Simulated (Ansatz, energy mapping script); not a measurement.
# Spin model of ScNiO2 in the infinite layer structure from collinear orders, part 2 of 2

How strongly do the moments of ScNiO2 in the infinite layer structure couple under PBE+U (6 eV)? The plan is to run several orders and fit a Heisenberg model.

PBE with U = 6 eV on Ni d, ortho-atomic projectors; plane waves, U on orthogonalised atomic orbitals unless named otherwise, collinear spin, no spin–orbit coupling.

So far. Step 9 (Order 6: compensated +−, cell C of 8 atoms): The run ends antiferromagnetic, 164.15 meV a magnetic atom above the parallel order of its cell, a difference that unlike orbital or electronic states can set, not exchange alone (energies taken at zero occupation width, not the printed F). Step 10 (Run 7 (parallel; cell D, 8 atoms)): The run ends ferromagnetic.

## Step 11: Compensated +− start in cell D (8 atoms)

This order reverses 0 of the 2 neighbours at 2.88 Å, 4 of the 4 neighbours at 3.83 Å and 8 of the 8 neighbours at 4.79 Å, counted for an average magnetic atom.

Contents of input.yaml:

```yaml
crystal:
  lattice:
    - [0.0, 0.0, -2.882333349]
    - [3.830613561, 3.830613561, 0.0]
    - [3.830613561, -3.830613561, 0.0]
  atoms:
    - { symbol: Sc, position: [0.5, 0.5, 0.0] }
    - { symbol: Sc, position: [0.5, 0.0, 0.5] }
    - { symbol: Ni, position: [0.0, 0.0, 0.0], spin: 2.0 }
    - { symbol: Ni, position: [0.0, 0.5, 0.5], spin: -2.0 }
    - { symbol: O, position: [0.0, 0.25, 0.25] }
    - { symbol: O, position: [0.0, 0.75, 0.75] }
    - { symbol: O, position: [0.0, 0.25, 0.75] }
    - { symbol: O, position: [0.0, 0.75, 0.25] }
magnetization:
  spin_polarized: true
kpoints:
  mp_grid: { grid: [12, 7, 7] }
hamiltonian:
  xc: pbe
  hubbard:
    sites:
      - { species: Ni, l: d, u_eff: 6.0 }
      - { site: 2, l: d, u_eff: 6.0, starting_ns: [{ spin: up, occupation_matrix: ni2_major }, { spin: down, occupation_matrix: ni2_minor }] }
      - { site: 3, l: d, u_eff: 6.0, starting_ns: [{ spin: up, occupation_matrix: ni2_minor }, { spin: down, occupation_matrix: ni2_major }] }
    projectors: ortho-atomic
    occupation_matrices:
      ni2_major:
        matrix:
          - [0.93, 0.0, 0.0, 0.0, 0.0]
          - [0.0, 0.981, 0.0, 0.0, 0.0]
          - [0.0, 0.0, 0.981, 0.0, 0.0]
          - [0.0, 0.0, 0.0, 0.893, 0.0]
          - [0.0, 0.0, 0.0, 0.0, 0.985]
      ni2_minor:
        matrix:
          - [0.901, 0.0, 0.0, 0.0, 0.0]
          - [0.0, 0.975, 0.0, 0.0, 0.0]
          - [0.0, 0.0, 0.975, 0.0, 0.0]
          - [0.0, 0.0, 0.0, 0.159, 0.0]
          - [0.0, 0.0, 0.0, 0.0, 0.982]
scf:
  occupations: { method: fermi_dirac, width: 0.05 }
output:
  eigenvalues: true
```

Started as:

```console
$ ansatz run input.yaml --threads 4 --pin off --max-ram 8192MiB --backend cpu --events-out ev --progress --plain --runs-dir out
```

It took 10 s on 4 threads of Arm Neoverse V2, shared host; peak memory 0.78 GiB.

The run ends antiferromagnetic, 105.53 meV a magnetic atom above the parallel order of its cell, a difference that unlike orbital or electronic states can set, not exchange alone (energies taken at zero occupation width, not the printed F).

## Step 12: Order 9: parallel, cell E of 8 atoms

This run holds the same structure in another cell (a 2.882 → 3.831 Å, b 5.417 → 4.794 Å, c 5.417 → 4.794 Å, α 90.0 → 106.1°).

Contents of input.yaml:

```yaml
crystal:
  lattice:
    - [3.830613561, 0.0, 0.0]
    - [0.0, 3.830613561, 2.882333349]
    - [0.0, -3.830613561, 2.882333349]
  atoms:
    - { symbol: Sc, position: [0.5, 0.5, 0.0] }
    - { symbol: Sc, position: [0.5, 0.0, 0.5] }
    - { symbol: Ni, position: [0.0, 0.0, 0.0], spin: 2.0 }
    - { symbol: Ni, position: [0.0, 0.5, 0.5], spin: 2.0 }
    - { symbol: O, position: [0.5, 0.0, 0.0] }
    - { symbol: O, position: [0.5, 0.5, 0.5] }
    - { symbol: O, position: [0.0, 0.25, 0.75] }
    - { symbol: O, position: [0.0, 0.75, 0.25] }
magnetization:
  spin_polarized: true
kpoints:
  mp_grid: { grid: [10, 8, 8] }
hamiltonian:
  xc: pbe
  hubbard:
    sites:
      - { species: Ni, l: d, u_eff: 6.0 }
      - { site: 2, l: d, u_eff: 6.0, starting_ns: [{ spin: up, occupation_matrix: ni2_major }, { spin: down, occupation_matrix: ni2_minor }] }
      - { site: 3, l: d, u_eff: 6.0, starting_ns: [{ spin: up, occupation_matrix: ni2_major }, { spin: down, occupation_matrix: ni2_minor }] }
    projectors: ortho-atomic
    occupation_matrices:
      ni2_major:
        matrix:
          - [0.93, 0.0, 0.0, 0.0, 0.0]
          - [0.0, 0.981, 0.0, 0.0, 0.0]
          - [0.0, 0.0, 0.981, 0.0, 0.0]
          - [0.0, 0.0, 0.0, 0.893, 0.0]
          - [0.0, 0.0, 0.0, 0.0, 0.985]
      ni2_minor:
        matrix:
          - [0.901, 0.0, 0.0, 0.0, 0.0]
          - [0.0, 0.975, 0.0, 0.0, 0.0]
          - [0.0, 0.0, 0.975, 0.0, 0.0]
          - [0.0, 0.0, 0.0, 0.159, 0.0]
          - [0.0, 0.0, 0.0, 0.0, 0.982]
scf:
  occupations: { method: fermi_dirac, width: 0.05 }
output:
  eigenvalues: true
```

Elapsed: 29 s, on 4 threads; peak memory 1.1 GiB.

The run ends ferromagnetic. For each magnetic atom its energy differs from the parallel run of the first cell by 0.19 meV, an error that one common reference would have brought in.

## Step 13: Compensated +− start in cell E (8 atoms)

This order reverses 2 of the 2 neighbours at 2.88 Å, 2 of the 4 neighbours at 3.83 Å and 4 of the 8 neighbours at 4.79 Å, counted for an average magnetic atom.

Edit input.yaml of step 12 so:

```diff
@@ -9,3 +9,3 @@
     - { symbol: Ni, position: [0.0, 0.0, 0.0], spin: 2.0 }
-    - { symbol: Ni, position: [0.0, 0.5, 0.5], spin: 2.0 }
+    - { symbol: Ni, position: [0.0, 0.5, 0.5], spin: -2.0 }
     - { symbol: O, position: [0.5, 0.0, 0.0] }
@@ -24,3 +24,3 @@
       - { site: 2, l: d, u_eff: 6.0, starting_ns: [{ spin: up, occupation_matrix: ni2_major }, { spin: down, occupation_matrix: ni2_minor }] }
-      - { site: 3, l: d, u_eff: 6.0, starting_ns: [{ spin: up, occupation_matrix: ni2_major }, { spin: down, occupation_matrix: ni2_minor }] }
+      - { site: 3, l: d, u_eff: 6.0, starting_ns: [{ spin: up, occupation_matrix: ni2_minor }, { spin: down, occupation_matrix: ni2_major }] }
     projectors: ortho-atomic
```

Run time: 17 s. Hardware: 4 threads; peak memory 1.1 GiB.

The run ends antiferromagnetic, 100.14 meV a magnetic atom above the parallel order of its cell, a difference that unlike orbital or electronic states can set, not exchange alone (energies taken at zero occupation width, not the printed F).

## Step 14: The fit

Each energy difference is a sum of couplings weighted by the pairs that the order reverses. A few near shells are fitted to the differences by least squares. Energies are those extrapolated to zero occupation width, not the free energies F.

Energies from the parallel order of the same cell:

```
                   order  atoms  energy (meV a magnetic atom)  moments (μB)  moments kept as typed  opposed neighbours at 2.88, 3.83, 4.79 Å
      parallel in cell A      8                          0.00          0.77                    yes                                   0, 0, 0
compensated +− in cell A      8                         -0.93          0.77                    yes                                   2, 0, 8
      parallel in cell B      8                          0.00          0.77                    yes                                   0, 0, 0
compensated +− in cell B      8                         99.43          0.77                    yes                                   0, 2, 4
      parallel in cell C      8                          0.00          0.76                    yes                                   0, 0, 0
compensated +− in cell C      8                        164.15          0.84                    yes                                   2, 4, 0
      parallel in cell D      8                          0.00          0.77                    yes                                   0, 0, 0
compensated +− in cell D      8                        105.53          1.07                    yes                                   0, 4, 8
      parallel in cell E      8                          0.00          0.77                    yes                                   0, 0, 0
compensated +− in cell E      8                        100.14          0.77                    yes                                   2, 2, 4
```

Couplings from the energies, with E = −Σ J e·e over ordered pairs:

```
 pair  distance (Å)  neighbours  J (meV)
Ni–Ni          2.88           2     5.29
Ni–Ni          3.83           4     17.2
Ni–Ni          4.79           8    -1.70
Ni–Ni          5.42           4     4.23
```

## Step 15: What came out

| Quantity | Value |
| --- | --- |
| couplings | not to be trusted |

**Reading.** Between the runs the occupations of the corrected shell change by more than 0.2 electrons in one orbital, or the parallel runs differ in their moments. Whether a run was caught in another orbital state or the shell answers to the reversal itself, the energy differences hold more than the exchange of fixed moments, so a Heisenberg reading is in doubt. The cell was built from a prototype and relaxed; a distortion that needs a larger cell, or another structure that the compound may prefer, is not captured.

[Logs and program files are shortened in this print: banners, set-up blocks, solver, clock and traceback lines can be left out without a mark of their own.]

[Logs are printed without paths, hosts, clocks, repeated set-up lines and the standing remarks that a program may print on its own settings, such as how far it seeks lower states.]

[Hosts, paths, dates, database ids (printed as entryN), source tags and the programs' standing remarks are cut or masked in the printed files.]

[Where a cell is said to come from a database of computed structures, the database is the Materials Project.]
